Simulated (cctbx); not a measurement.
# Lattice, Laue class and space group of a new crystal

Cell: a = 6.9540 Å, b = 6.9540 Å, c = 9.7750 Å, α = 90.00°, β = 90.00°, γ = 90.00°. Expected content of the cell: Yb2 Ba4 Cr2 S12.

The data are simulated with cctbx, not measured: Mo Kα, λ = 0.71073 Å, to d = 0.75 Å, 50 % of the full sphere, strongest reflection 70000 counts, noise from counting, a 2 % proportional error and a noise floor of 4 counts (s.d.); no absorption.

Tests on the unmerged data give:

```text
2391 reflections to d = 0.750 A
centring   violations  <I/sigma> of those
    A        529 of  1198     12.4
    B        527 of  1205     12.2
    C        598 of  1187     13.1
    I          0 of  1167      0.0
    R        747 of  1620     13.4
    F        827 of  1795     12.6
Laue class    unique    Rint  (classes that these axes allow; Friedel mates merged)
I 1 2/m 1         590   0.084
I 1 1 2/m         582   0.014
I 2/m 1 1         592   0.084
I m m m           355   0.088
I 4/m             310   0.016
I 4/m m m         199   0.090
space group    extra absences  I>4sigma  <I/sigma>
I 4                     0          0         -  acentric
I -4                    0          0         -  acentric
I 4/m                   0          0         -  centric
Wilson B = 0.33 A^2   <|E^2-1|> = 1.069 (0.968 centric, 0.736 acentric)   E^2>4: 4.2 %
shell (A)         n   <I/sigma>
 5.67 - 1.49     45     52.8
 1.49 - 1.19     38     54.8
 1.19 - 1.04     39     47.9
 1.04 - 0.95     44     48.3
 0.95 - 0.88     29     39.1
 0.88 - 0.83     44     46.8
 0.83 - 0.78     37     52.6
 0.78 - 0.75     34     34.4
```

Q: Read the symmetry from these tables.

The reflections that I centring forbids are absent (⟨I/σ⟩ near 0), so the lattice is I.

Rint stays low (0.014 to 0.016) up to I 4/m and is 0.084 or more in the other classes.

3 settings pass the absence test. No glide or screw absences show, which leaves I 4, I -4 and I 4/m.

⟨|E²−1|⟩ = 1.069 leans to a centrosymmetric structure. The Wilson B of 0.33 Å² means U ≈ 0.0042 Å².

The true group is I4/m (no. 87), Laue class 4/m, centrosymmetric. The tables only narrow the choice to the tied entries; cell content, site symmetry and trial solutions must settle it.

The model is made up (kin elements in a known structure type, no relaxation), so it says nothing on whether the phase exists.

[Logs are printed without paths, hosts, clocks, repeated set-up lines and the standing remarks that a program may print on its own settings, such as how far it seeks lower states.]
